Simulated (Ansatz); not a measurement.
### Screened interactions in CeO2 (Fm-3m)

The structure is cubic, space group Fm-3m (No. 225). Conventional cell: a = 5.407 Å, b = 5.407 Å, c = 5.407 Å, α = 90.00°, β = 90.00°, γ = 90.00°. Nearest to Ce lie 8 O at 2.34 Å. Nearest to O lie 4 Ce at 2.34 Å. Farther neighbours and most contacts between anions are not listed.

```
Ce O
1.0
    -2.70365   -2.70365    0.00000
    -2.70365    0.00000   -2.70365
     0.00000   -2.70365   -2.70365
Ce O
1 2
Direct
  0.00000 0.00000 0.00000
  0.25000 0.25000 0.25000
  0.75000 0.75000 0.75000
```

```
method              : DFT, PBE, plane waves, PAW (and 1 further level or step)
program             : Ansatz 0.2.0
settings of one run : cutoff 420 eV, 12×12×12 k-mesh, smearing width 0.08 eV, default PAW, coordination {"Ce": "cubic"}, magnetic state non-magnetic by constraint
cost                : 3 runs, 20 min in all on 4 threads of Arm Neoverse V1, shared host (the runs of this entry)
notes               : The cell and positions come from the Crystallography Open Database and are kept as given unless a step says otherwise. Limits: no spin polarisation; no spin-orbit coupling.
Ce f                : U 3.55 eV, U′ 2.55 eV, J 0.47 eV, bare V 23.3 eV
Ce f + anion p      : U 11.48 eV, U′ 10.29 eV, J 0.56 eV, bare V 25.1 eV
method              : constrained RPA on non-magnetic PBE, 6×6×6 mesh, static; search for lower states off
```

For Ce f, screening cuts the on-site interaction from 23.31 eV to 3.55 eV (15 %), while J goes only from 0.63 eV to 0.47 eV: the monopole is screened far more than the multipoles. U − 2J differs from U′ by +0.06 eV, so the Kanamori relation holds well.

[Paths, hosts, dates, memory and timing lines, banners, echoed tables and standing remarks are left out of the program output.]

[Logs are printed without paths, hosts, clocks, repeated set-up lines and the standing remarks that a program may print on its own settings, such as how far it seeks lower states.]

[Runs of the session that timed out or met a known fault of the program may be left out.]

[Hosts, paths, dates, database ids (printed as entryN), source tags and the programs' standing remarks are cut or masked in the printed files.]
